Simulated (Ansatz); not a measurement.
SnSe2/SnSe2 (1T bilayer), computed twice by G0W0.

The cell holds 6 atoms: 2 Sn and 4 Se. Its edges and angles: a = 3.823 Å, b = 3.823 Å, c = 43.300 Å, α = 90.0°, β = 90.0°, γ = 120.0°. Regions: layer 1 (SnSe2), 3 atoms (1 Sn and 2 Se); layer 2 (SnSe2), 3 atoms (1 Sn and 2 Se). Vacuum lies along c.

```xyz
6
Lattice="3.8231 0.0000 0.0000 -1.9116 3.3109 0.0000 0.0000 0.0000 43.3000" Properties=species:S:1:pos:R:3
Sn    0.0000    0.0000   18.2188
Se    0.0000    2.2073   19.8201
Se    1.9116    1.1036   16.6181
Sn    1.9116    1.1036   25.0812
Se    0.0000    0.0000   26.6819
Se    0.0000    2.2073   23.4799
```

The structure was relaxed with PBE-D3(BJ). The runs that relaxed it are not among those shown.

The first (Ansatz 0.2.0; start PBE, 6×6×1 mesh, 808 empty bands, screening to 75 eV, PAW set soft_1 files; 4 threads of AMD EPYC 9R14 (Zen 4), shared host) gave, on its mesh: starting gap 0.71 eV, G0W0 gap 1.45 eV, mean of 1 + 4πα/V (set by the cell height) 3.18, 8.8 min.

The second gave: starting gap 0.71 eV, G0W0 gap 1.42 eV, mean of 1 + 4πα/V (set by the cell height) 3.23, 1.8 min.

What was changed in the input? Choose among start, files, mesh, bands and cutoff, frequency model or another key.

Changed: empty bands from 808 to 326 and screening cutoff (eV) from 75.0 to 41. The starting gap stayed, which rules out the functional and points to the GW step. Other changes could give like numbers; this is the one that was made.

Limits: not at the basis limit; coarse mesh for a sheet; no spin-orbit coupling.

[Paths, hosts, dates, memory and timing lines, banners, echoed tables and standing remarks are left out of the program output.]

[Logs are printed without paths, hosts, clocks, repeated set-up lines and the standing remarks that a program may print on its own settings, such as how far it seeks lower states.]

[Runs of the session that timed out or met a known fault of the program may be left out.]

[Cells called generated may have been cut or substituted from an entry of the Crystallography Open Database or the Materials Project.]

[Hosts, paths, dates, database ids (printed as entryN), source tags and the programs' standing remarks are cut or masked in the printed files.]
